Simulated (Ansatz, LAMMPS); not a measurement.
# Ionic liquid MMIM+ BF4- at 450 K (105 atoms): support functions against a reference

Aim: test how closely localised support functions follow the reference on ionic liquid MMIM+ BF4- at 450 K (105 atoms), and at what cost. A setting counts as converged where the r.m.s. difference of forces stays under 1 % of the r.m.s. force.

Calculated with Ansatz 0.2.0; Kohn-Sham DFT, PBE+D3(BJ), PAW (set soft_2), plane waves.

**1. Set-up**

The cell holds 105 atoms: 25 C, 10 N, 45 H, 5 B and 20 F. Its edges and angles: a = 10.490 Å, b = 10.490 Å, c = 10.490 Å, α = 90.0°, β = 90.0°, γ = 90.0°. 5 MMIM+, 5 BF4- placed at random, at 1.32 g/cm³; overlaps pushed apart, then 10 ps at 700 K with stiff harmonic cages for PF6 and BF4 with UFF radii; MMFF94 bonds, angles, torsions, charges and radii (Halgren, J. Comput. Chem. 17, 490 (1996)) in harmonic and 12-6 forms; charges of ions scaled by 0.8. Snapshot after 30 ps at 450 K and fixed volume.

Before any run, some limits are plain. The network of contacts between molecules at the start is that of the classical potential that made the cell, and needn't be the one that DFT or experiment would give. The density was typed from a rule of thumb and may lie off the real one at this temperature. Sampling is at Γ alone, for a cell whose shortest periodic width is 10 Å.

**2. Making the structure**

A classical potential makes the cell, at a small fraction of what the same run would cost in DFT.

This step: classical MD, stiff harmonic cages for PF6 and BF4 with UFF radii; MMFF94 bonds, angles, torsions, charges and radii (Halgren, J. Comput. Chem. 17, 490 (1996)) in harmonic and 12-6 forms; charges of ions scaled by 0.8 (LAMMPS 22 Jul 2025 - Update 4).

in.lmp

```
# ionic liquid MMIM+ BF4-
units real
atom_style full
boundary p p p
bond_style harmonic
angle_style harmonic
dihedral_style opls
improper_style harmonic
special_bonds lj 0 0 0.5 coul 0 0 0.75
read_data data.lmp
neigh_modify delay 0 every 1 check yes one 4000
comm_modify cutoff 12.0
timestep 0.5
thermo_style custom step time temp pe press density
thermo_modify norm yes
# push overlapping molecules apart
pair_style soft 2.6
pair_coeff * * 0.0
variable a equal ramp(1,60)
fix ad all adapt 1 pair soft a * * v_a
velocity all create 700 379669 mom yes dist gaussian
fix lim all nve/limit 0.03
fix lan all langevin 700 700 50 379670 zero yes
thermo 1000
run 3000 post no
unfix ad
pair_style lj/cut/coul/long 9.0
pair_modify mix arithmetic tail yes
pair_coeff 1 1 0.0678 3.3680   # C
pair_coeff 2 2 0.0721 3.1460   # N
pair_coeff 3 3 0.0678 3.5860   # C
pair_coeff 4 4 0.0678 3.3270   # C
pair_coeff 5 5 0.0216 2.5400   # H
pair_coeff 6 6 0.1800 3.6375   # B
# [... 19 lines left out ...]
compute msd all msd com yes
thermo 7500
fix md all nvt temp 450 450 100
run 30000 post no
print "== T450: mean square displacement over the hold $(c_msd[4]:%.2f) A^2"
unfix md
uncompute msd
write_dump all custom T450.dump id type xs ys zs modify sort id
```

Command:

```bash
lmp -in in.lmp -log none -nocite
```

The log of the run:

```text
LAMMPS (22 Jul 2025 - Update 4)
Reading data file ...
  orthogonal box = (0 0 0) to (10.49016 10.49016 10.49016)
  105 atoms
  orthogonal box = (0 0 0) to (10.49016 10.49016 10.49016)
  130 bonds
  135 angles
  100 dihedrals
  25 impropers
WARNING: Bond/angle/dihedral extent > half of periodic box length
   Step          Time           Temp          PotEng         Press         Density
         0   0              700            0.36399844     5714.4565      1.3229998
      1000   500            665.558        2.1786771      21415.133      1.3229998
      2000   1000           663.73476      1.9639191      32804.223      1.3229998
      3000   1500           619.44168      1.8685583      29295.007      1.3229998
WARNING: Bond/angle/dihedral extent > half of periodic box length
Loop time of 0.192341 s on 1 MPI rank(s) for 3000 steps with 105 atoms
PPPM initialization ...
  G vector (1/distance) = 0.29270842
  grid = 6 6 6
  estimated relative force accuracy = 3.480536e-05
WARNING: Bond/angle/dihedral extent > half of periodic box length
   Step          Time           Temp          PotEng         Press         Density
      3000   1500           619.44168      0.029455324    42149.818      1.3229998
[... 17 lines left out ...]
Loop time of 0.711127 s on 1 MPI rank(s) for 2000 steps with 105 atoms
WARNING: Bond/angle/dihedral extent > half of periodic box length
   Step          Time           Temp          PotEng         Press         Density
      2000   1000           623.47792     -1.1477601      8519.5104      1.3229998
[... 5 lines left out ...]
WARNING: Bond/angle/dihedral extent > half of periodic box length
Loop time of 3.84363 s on 1 MPI rank(s) for 10000 steps with 105 atoms
WARNING: Bond/angle/dihedral extent > half of periodic box length
   Step          Time           Temp          PotEng         Press         Density
[... 4 lines left out ...]
WARNING: Bond/angle/dihedral extent > half of periodic box length
Loop time of 1.93123 s on 1 MPI rank(s) for 5000 steps with 105 atoms
WARNING: Bond/angle/dihedral extent > half of periodic box length
   Step          Time           Temp          PotEng         Press         Density
[... 2 lines left out ...]
     30000   29000          450.93068     -1.7565854      5598.6621      1.3229998
     37500   36500          458.36742     -1.6013544      14066.654      1.3229998
     45000   44000          402.98576     -1.7789711      14894.934      1.3229998
     47000   46000          414.59311     -1.770599      -6433.3701      1.3229998
WARNING: Bond/angle/dihedral extent > half of periodic box length
Loop time of 11.2422 s on 1 MPI rank(s) for 30000 steps with 105 atoms
== T450: mean square displacement over the hold 7.47 A^2
```

Elapsed: 18 s, on 1 thread of Intel Xeon Platinum 8488C (Sapphire Rapids), shared host; peak memory 0.12 GiB.

The input also reads data.lmp (atoms, bonds and types; not printed here).

**3. Plane-wave single point**

The first run uses the default basis; a harder plane-wave run follows as the reference for the support functions.

input.yaml

```yaml
crystal:
  lattice:
    - [10.49016, 0.0, 0.0]
    - [0.0, 10.49016, 0.0]
    - [0.0, 0.0, 10.49016]
  atoms:
    - { symbol: C, position: [0.96676, 0.28759, 0.22114] }
    - { symbol: "N", position: [0.01705, 0.19006, 0.29757] }
    - { symbol: C, position: [0.99, 0.06484, 0.26438] }
    - { symbol: C, position: [0.06311, 0.98927, 0.34592] }
    - { symbol: "N", position: [0.11994, 0.06456, 0.43384] }
    - { symbol: C, position: [0.18456, 0.02098, 0.54546] }
    - { symbol: C, position: [0.08193, 0.18627, 0.41089] }
    - { symbol: H, position: [0.92188, 0.35038, 0.29581] }
    - { symbol: H, position: [0.88533, 0.25607, 0.1615] }
    - { symbol: H, position: [0.04207, 0.34119, 0.16592] }
    - { symbol: H, position: [0.93427, 0.03884, 0.18365] }
    - { symbol: H, position: [0.07867, 0.88897, 0.37988] }
    - { symbol: H, position: [0.19509, 0.91905, 0.54227] }
    - { symbol: H, position: [0.12371, 0.04161, 0.62343] }
    - { symbol: H, position: [0.27184, 0.07005, 0.54598] }
    - { symbol: H, position: [0.11119, 0.25796, 0.47554] }
    - { symbol: C, position: [0.79416, 0.75778, 0.37006] }
    - { symbol: "N", position: [0.76967, 0.69468, 0.48985] }
    - { symbol: C, position: [0.69142, 0.73594, 0.58776] }
    - { symbol: C, position: [0.70079, 0.65123, 0.68526] }
    - { symbol: "N", position: [0.79532, 0.56397, 0.64339] }
    - { symbol: C, position: [0.83509, 0.44213, 0.70538] }
    - { symbol: C, position: [0.82939, 0.58746, 0.52561] }
    - { symbol: H, position: [0.83396, 0.68593, 0.29994] }
    - { symbol: H, position: [0.8502, 0.84911, 0.38558] }
    - { symbol: H, position: [0.70595, 0.78781, 0.32424] }
    - { symbol: H, position: [0.63089, 0.82041, 0.56302] }
    - { symbol: H, position: [0.64702, 0.63375, 0.77495] }
    - { symbol: H, position: [0.86906, 0.45951, 0.80676] }
    - { symbol: H, position: [0.90388, 0.38314, 0.65501] }
    - { symbol: H, position: [0.74934, 0.39229, 0.72037] }
    - { symbol: H, position: [0.89046, 0.52006, 0.47369] }
    - { symbol: C, position: [0.9783, 0.78762, 0.80145] }
    - { symbol: "N", position: [0.87836, 0.83074, 0.87634] }
    - { symbol: C, position: [0.81833, 0.7509, 0.96858] }
    - { symbol: C, position: [0.72569, 0.81551, 0.02699] }
    - { symbol: "N", position: [0.73543, 0.93761, 0.97516] }
    - { symbol: C, position: [0.66784, 0.0427, 0.0189] }
    - { symbol: C, position: [0.82003, 0.94907, 0.87592] }
    - { symbol: H, position: [0.96622, 0.69767, 0.76449] }
    - { symbol: H, position: [0.0571, 0.77482, 0.86533] }
    - { symbol: H, position: [0.98318, 0.86391, 0.72324] }
    - { symbol: H, position: [0.84749, 0.65216, 0.98247] }
    - { symbol: H, position: [0.65438, 0.78625, 0.09075] }
    - { symbol: H, position: [0.56889, 0.04205, 0.00527] }
    - { symbol: H, position: [0.6956, 0.11953, 0.97257] }
    - { symbol: H, position: [0.70311, 0.06425, 0.11444] }
    - { symbol: H, position: [0.83758, 0.0273, 0.80953] }
    - { symbol: C, position: [0.32021, 0.20083, 0.15186] }
    - { symbol: "N", position: [0.35217, 0.06491, 0.15963] }
    - { symbol: C, position: [0.43579, 0.01079, 0.24987] }
    - { symbol: C, position: [0.44209, 0.88115, 0.2209] }
    - { symbol: "N", position: [0.34082, 0.85848, 0.1299] }
    - { symbol: C, position: [0.30847, 0.73611, 0.07236] }
    - { symbol: C, position: [0.30347, 0.97278, 0.08319] }
    - { symbol: H, position: [0.37376, 0.23498, 0.07057] }
    - { symbol: H, position: [0.33781, 0.2502, 0.23968] }
    - { symbol: H, position: [0.21806, 0.21294, 0.13192] }
    - { symbol: H, position: [0.48577, 0.07126, 0.3122] }
    - { symbol: H, position: [0.4771, 0.79907, 0.282] }
    - { symbol: H, position: [0.36301, 0.66746, 0.11938] }
    - { symbol: H, position: [0.3165, 0.74984, 0.96429] }
    - { symbol: H, position: [0.20706, 0.72168, 0.08039] }
    - { symbol: H, position: [0.24258, 0.99129, 0.99898] }
    - { symbol: C, position: [0.52921, 0.40407, 0.44812] }
    - { symbol: "N", position: [0.44455, 0.41532, 0.5598] }
    - { symbol: C, position: [0.43544, 0.3233, 0.65287] }
    - { symbol: C, position: [0.33159, 0.37362, 0.72669] }
    - { symbol: "N", position: [0.30259, 0.49574, 0.68331] }
    - { symbol: C, position: [0.19872, 0.5735, 0.72647] }
    - { symbol: C, position: [0.37189, 0.51612, 0.58163] }
    - { symbol: H, position: [0.47175, 0.39557, 0.3654] }
    - { symbol: H, position: [0.58607, 0.31677, 0.46271] }
    - { symbol: H, position: [0.59061, 0.48877, 0.44016] }
    - { symbol: H, position: [0.47885, 0.22818, 0.64518] }
    - { symbol: H, position: [0.27116, 0.35028, 0.801] }
    - { symbol: H, position: [0.21593, 0.57965, 0.82417] }
    - { symbol: H, position: [0.11526, 0.51667, 0.70531] }
    [... 21 atom lines left out ...]
    - { symbol: F, position: [0.8008, 0.20211, 0.47392] }
    - { symbol: B, position: [0.12456, 0.56279, 0.33848] }
    - { symbol: F, position: [0.0941, 0.67885, 0.40238] }
    - { symbol: F, position: [0.11831, 0.45984, 0.43316] }
    - { symbol: F, position: [0.25106, 0.54852, 0.28206] }
    - { symbol: F, position: [0.01651, 0.55136, 0.25767] }
kpoints:
  mp_grid: { grid: [1, 1, 1] }
hamiltonian:
  xc: pbe
  dispersion: d3bj
scf:
  occupations: { method: fixed }
output:
  forces: true
  stress: true
  populations: true
  dos:
    method: { smearing: { sigma: 0.08 } }
    de: 0.1
    projected: { site_lists: { B: [B], C: [C], F: [F], H: [H], "N": ["N"] } }
  eigenvalues: true
  write_density: true
  write_potential: true
  volumetric_format: npy
```

Command:

```bash
ansatz run input.yaml --threads 8 --pin off --max-ram 15872MiB --backend cpu --events-out ev --progress --plain --runs-dir out
```

The log of the run:

```text
Engine: ansatz 0.2.0, x86_64-unknown-linux-gnu
Pseudopotentials: kind: paw
Pseudopotential: C, paw, valence charge 4, recommended cutoff 420 eV (normal), C.paw.azcp
Pseudopotential: N, paw, valence charge 5, recommended cutoff 420 eV (normal), N.paw.azcp
Pseudopotential: H, paw, valence charge 1, recommended cutoff 420 eV (normal), H.paw.azcp
Pseudopotential: B, paw, valence charge 3, recommended cutoff 420 eV (normal), B.paw.azcp
Pseudopotential: F, paw, valence charge 7, recommended cutoff 420 eV (normal), F.paw.azcp
[... 5 lines on functional and potentials left out ...]
Crystal: 105 atoms, lattice volume = 1154.373 Å³
Basis set: ecut = 420 eV, 22647 PW (Γ), exchange–correlation on 144×144×144 points (8 copies of the dense FFT grid, shifted against one another)
Bands: 280, of which v1, the nominal top of the filled ones, is band 175 counted from 1 (174 counted from 0)
Symmetry: 1 space group operations
Space group: P1 (ITA 1), of the structure as read, at distance tolerance 1.0e-4 Å
k-points: 1
[... 11 lines on functional and potentials left out ...]
Initial density: superposition of atomic densities (neutral atoms: chi_scale 0, normalization atom), corrected by the library's trained network
Initial wavefunctions: pseudopotential atomic-orbital guess
Functional: x = pbe(κ = 0.804, μ = 0.219515), c = pbe(β = 0.066725)
SCF iter   1: F=—  HF=-27801.482668 eV  |F-HF|=—  |Δ(HF+E_count)|=         —  Δρ=6.03e-3  dr2=4.93e-1  ethr=1.77e-3  ⟨swp⟩=5.0  Hψ=963  notcnv=0  defer=102
preconditioner: auto → Resta (q_TF=auto, 2.236 Å⁻¹)  ε∞=2.4  [insulator: Δε(μ)=4.405 eV  Ē_g=17.113 eV  n_scr=202 (ndim 8)  ℏωp=20.4 eV  f_vac=0.257  ε∞_Penn≈2.4]
SCF iter   2: F=—  HF=-27801.392652 eV  |F-HF|=—  |Δ(HF+E_count)|=   9.00e-2  Δρ=2.94e-3  dr2=1.00e-1  ethr=1.41e-4  ⟨swp⟩=2.0  Hψ=461  notcnv=0  defer=102
SCF iter   3: F=—  HF=-27801.383922 eV  |F-HF|=—  |Δ(HF+E_count)|=   8.73e-3  Δρ=1.29e-3  dr2=2.45e-2  ethr=2.86e-5  ⟨swp⟩=2.0  Hψ=342  notcnv=0  defer=103
SCF iter   4: F=—  HF=-27801.381589 eV  |F-HF|=—  |Δ(HF+E_count)|=   2.33e-3  Δρ=3.59e-4  dr2=1.80e-3  ethr=7.01e-6  ⟨swp⟩=2.0  Hψ=344  notcnv=0  defer=103
SCF iter   5: F=—  HF=-27801.381765 eV  |F-HF|=—  |Δ(HF+E_count)|=   1.76e-4  Δρ=1.75e-4  dr2=3.96e-4  ethr=5.13e-7  ⟨swp⟩=2.0  Hψ=344  notcnv=0  defer=103
SCF iter   6: F=—  HF=-27801.381702 eV  |F-HF|=—  |Δ(HF+E_count)|=   6.30e-5  Δρ=5.45e-5  dr2=3.68e-5  ethr=1.13e-7  ⟨swp⟩=2.0  Hψ=342  notcnv=0  defer=98
SCF iter   7: F=—  HF=-27801.383011 eV  |F-HF|=—  |Δ(HF+E_count)|=   1.31e-3  Δρ=2.29e-5  dr2=6.81e-6  ethr=1.05e-8  ⟨swp⟩=2.0  Hψ=438  notcnv=0  defer=96
SCF iter   8: F=—  HF=-27801.383011 eV  |F-HF|=—  |Δ(HF+E_count)|=   4.12e-8  Δρ=7.60e-6  dr2=7.29e-7  ethr=1.94e-9  ⟨swp⟩=2.0  Hψ=342  notcnv=0  defer=96
SCF iter   9: F=—  HF=-27801.383011 eV  |F-HF|=—  |Δ(HF+E_count)|=   1.31e-7  Δρ=3.20e-6  dr2=1.27e-7  ethr=2.08e-10  ⟨swp⟩=2.0  Hψ=342  notcnv=0  defer=96
SCF iter  10: F=-27801.383011 eV  HF=-27801.383011 eV  |F-HF|=2.78e-9  |Δ(HF+E_count)|=   1.80e-8  Δρ=1.06e-6  dr2=1.47e-8  ethr=2.86e-11  ⟨swp⟩=24.0  Hψ=2758  notcnv=0
SCF 1 converged in 10 iterations: F = -27801.383011 eV  dr2 = 1.47e-8
  greatest PAW one-centre occupation: 0.931 electrons in one spin orbital (limit 2), on the F atom at site 97 (counted from 0), in its partial waves of l = 0
WARN: The input density's exchange-correlation potential varies sharply where the density is thin. Do not read a vacuum level from v_tot or v_xc, or from such a field of the output density. On a cell that repeats whose density bears no net charge and no dipole along the vacuum's axis use v_es (v_loc + v_h of the components); [...]
SCF converged after 10 iterations
Free energy (F): -27801.383011 eV
Harris-Foulkes:  -27801.383011 eV  (|F-HF|=2.78e-9)
Internal energy: -27801.383011 eV  (E = F + TS)
E sigma→0 (E₀):  -27801.383011 eV
Fermi energy:    -1.014721 eV
--- Per-component energies (eV) ---
  E_band       = -3043.892896
  E_kinetic    = 8595.833363
  E_local      = -30792.022359  (includes V_loc(G=0)·N_el)
  E_nonlocal   = 2740.448429
  E_hartree    = 11565.924169
  E_xc         = -3942.309011
  E_vxc        = -4979.705022  (∫ρ·V_xc dr)
  E_paw        = -8196.134099  (= ΣΔE_a)
  E_vpaw       = -1740.273075  (= ΣTr[D̂ρ^β])
  E_aug_tail   = -0.018599  (compensation charges beyond the density's cutoff)
  E_ewald      = -7767.860390
  E_disp       = -5.244513  (pairwise vdW)
  E_smearing   = -0.000000  (= −TS)
  E_closure    = 0.000000  (closes the sum)
  Σ components = -27801.383011   (vs F -27801.383011, Δ=0.00e0)
--- Forces (eV/Å), atoms counted from 1 ---
  atom   1  C     -1.14528310     3.07502910     0.75935738
  atom   2  N      0.21756911    -3.23144077     1.34639434
  atom   3  C      2.23180473    -0.98384047     1.11097193
  atom   4  C     -0.41777855    -1.90233770     0.46998367
  atom   5  N     -1.97998652     2.02971794    -1.42787678
  atom   6  C     -0.69518295    -0.28142819    -0.40842493
  atom   7  C      0.83360745    -0.53635209    -1.03644555
  atom   8  H      0.36069649     0.17455286    -1.17050994
  atom   9  H      0.77185433    -0.16143466     0.09153166
  atom  10  H     -0.90070035    -0.59400857     0.50415362
  atom  11  H     -0.27012031     0.04200468    -0.56496142
  atom  12  H     -0.73509898     0.40081011    -1.62074049
  atom  13  H      0.40339974    -0.49817629    -0.22660274
  atom  14  H     -0.34363300     0.48579079     1.29017062
[...]
atom 104  F     -1.84503311     0.75764203     0.54972001
  atom 105  F      0.91365397    -0.30295301    -0.63433250
  max |Σ_I F_I| component: 3.43e-5 eV/Å
--- Stress (GPa, compression-positive) ---
        1.274573       1.697542      -1.558252
        1.697542       0.794887       1.034755
       -1.558249       1.034755      -0.080602
  P = ⅓ Tr σ = 0.6630 GPa (6.630 kbar)
--- Band table (eV) ---
  k-point 0: bands = ["-24.3107", "-24.1257", "-23.9896", "-23.9042", [... 264 levels ...], "11.1363", "11.2164", "11.2588", "11.3301", "11.4020", "11.4418", "11.4620", "11.5048", "11.6217", "11.6443", "11.7401", "11.7635"]
--- Löwdin populations: 105 sites ---
  site symbol       q [e]
     0      C      4.3189
     1      N      4.9215
     2      C      4.0748
[...]
104      F      7.3811
  spilling = 0.011515 (of n_electrons = 350.000000)
```

Elapsed: 4.7 s, on 8 threads of Intel Xeon Platinum 8488C (Sapphire Rapids), shared host; peak memory 1.4 GiB.

The program notes that the exchange-correlation potential is rough where the density is thin.

The run gave:

```yaml
free_energy: -27801.3830 eV
free_energy_per_atom: -264.7751 eV/atom
scf_cycles: 10
pressure: 0.663 GPa
r_m_s_force_component: 1.102 eV/Å
longest_force: 4.983 eV/Å
fermi_energy: -1.015 eV
spacing_of_highest_filled_and_lowest_empty_level: 4.133 eV
spilling_of_the_projection: 0.01151
```

The r.m.s. force component of 1.1 eV/Å sets the scale for the differences below.

**4. Plane waves at 750 eV (750 eV)**

The grid of the support functions holds more waves than the default cutoff, so they are judged against a harder plane-wave run.

input.yaml, the sections that differ from step 3:

```yaml
output:
  forces: true
  eigenvalues: true
basis:
  ecutwfc: "750 eV"
# crystal, kpoints, hamiltonian, scf: as in step 3
```

The log of the run:

```text
[...]
Crystal: 105 atoms, lattice volume = 1154.373 Å³
Basis set: ecut = 750 eV, 53811 PW (Γ), exchange–correlation on 192×192×192 points (8 copies of the dense FFT grid, shifted against one another)
Bands: 280, of which v1, the nominal top of the filled ones, is band 175 counted from 1 (174 counted from 0)
Symmetry: 1 space group operations
[...]
k-points: 1
[...]
SCF iter   1: F=—  HF=-27801.870200 eV  |F-HF|=—  |Δ(HF+E_count)|=         —  Δρ=6.13e-3  dr2=4.96e-1  ethr=1.77e-3  ⟨swp⟩=5.0  Hψ=963  notcnv=0  defer=102
[...]
SCF iter   3: F=—  HF=-27801.768417 eV  |F-HF|=—  |Δ(HF+E_count)|=   9.50e-3  Δρ=1.30e-3  dr2=2.48e-2  ethr=2.88e-5  ⟨swp⟩=2.0  Hψ=342  notcnv=0  defer=26
automatic band count: iteration 3 solves 203 bands in place of 280: the levels show a gap, and the empty bands left out lie too high to hold charge; the band table lists the bands solved (type scf.n_extra_bands for more)
SCF iter   4: F=—  HF=-27801.765999 eV  |F-HF|=—  |Δ(HF+E_count)|=   2.42e-3  Δρ=3.63e-4  dr2=1.83e-3  ethr=7.08e-6  ⟨swp⟩=3.0  Hψ=346  notcnv=0  defer=26
SCF iter   5: F=—  HF=-27801.766199 eV  |F-HF|=—  |Δ(HF+E_count)|=   2.00e-4  Δρ=1.76e-4  dr2=4.02e-4  ethr=5.22e-7  ⟨swp⟩=2.0  Hψ=344  notcnv=0  defer=26
[...]
SCF iter   9: F=—  HF=-27801.767699 eV  |F-HF|=—  |Δ(HF+E_count)|=   1.32e-7  Δρ=3.28e-6  dr2=1.33e-7  ethr=2.11e-10  ⟨swp⟩=2.0  Hψ=342  notcnv=0  defer=19
SCF iter  10: F=-27801.767699 eV  HF=-27801.767699 eV  |F-HF|=2.78e-9  |Δ(HF+E_count)|=   2.09e-8  Δρ=1.08e-6  dr2=1.49e-8  ethr=2.86e-11  ⟨swp⟩=15.0  Hψ=992  notcnv=0
SCF 1 converged in 10 iterations: F = -27801.767699 eV  dr2 = 1.49e-8
[...]
SCF converged after 10 iterations
Free energy (F): -27801.767699 eV
[...]
Internal energy: -27801.767699 eV  (E = F + TS)
E sigma→0 (E₀):  -27801.767699 eV
Fermi energy:    -1.015158 eV
[...]
Σ components = -27801.767699   (vs F -27801.767699, Δ=0.00e0)
--- Forces (eV/Å), atoms counted from 1 ---
  atom   1  C     -1.14904636     3.08014569     0.75686430
  atom   2  N      0.21804436    -3.23077404     1.34730221
  atom   3  C      2.22773591    -0.98676793     1.10475393
  atom   4  C     -0.41641367    -1.90863770     0.47311630
[...]
atom 105  F      0.91367680    -0.30181492    -0.63269126
  max |Σ_I F_I| component: 2.69e-5 eV/Å
--- Band table (eV) ---
[...]
```

Elapsed: 5.6 s, on 8 threads; peak memory 2.7 GiB.

Forces differ from the reference by 4.2 meV/Å r.m.s., 0.38 % of their size, within a tolerance of 1 %; the energy by -3.7 meV/atom.

[end of part 1 of 4]

[Long decimals in the printed logs are rounded to 6 places.]

[Logs are printed without paths, hosts, clocks, repeated set-up lines and the standing remarks that a program may print on its own settings, such as how far it seeks lower states.]

[Hosts, paths, dates, database ids (printed as entryN), source tags and the programs' standing remarks are cut or masked in the printed files.]

[The MMFF94 radii named for the starting cell were scaled by 0.96; in molecules described by MMFF94, hydrogen bound to N, O or S took a small fixed 12-6 site in their place.]
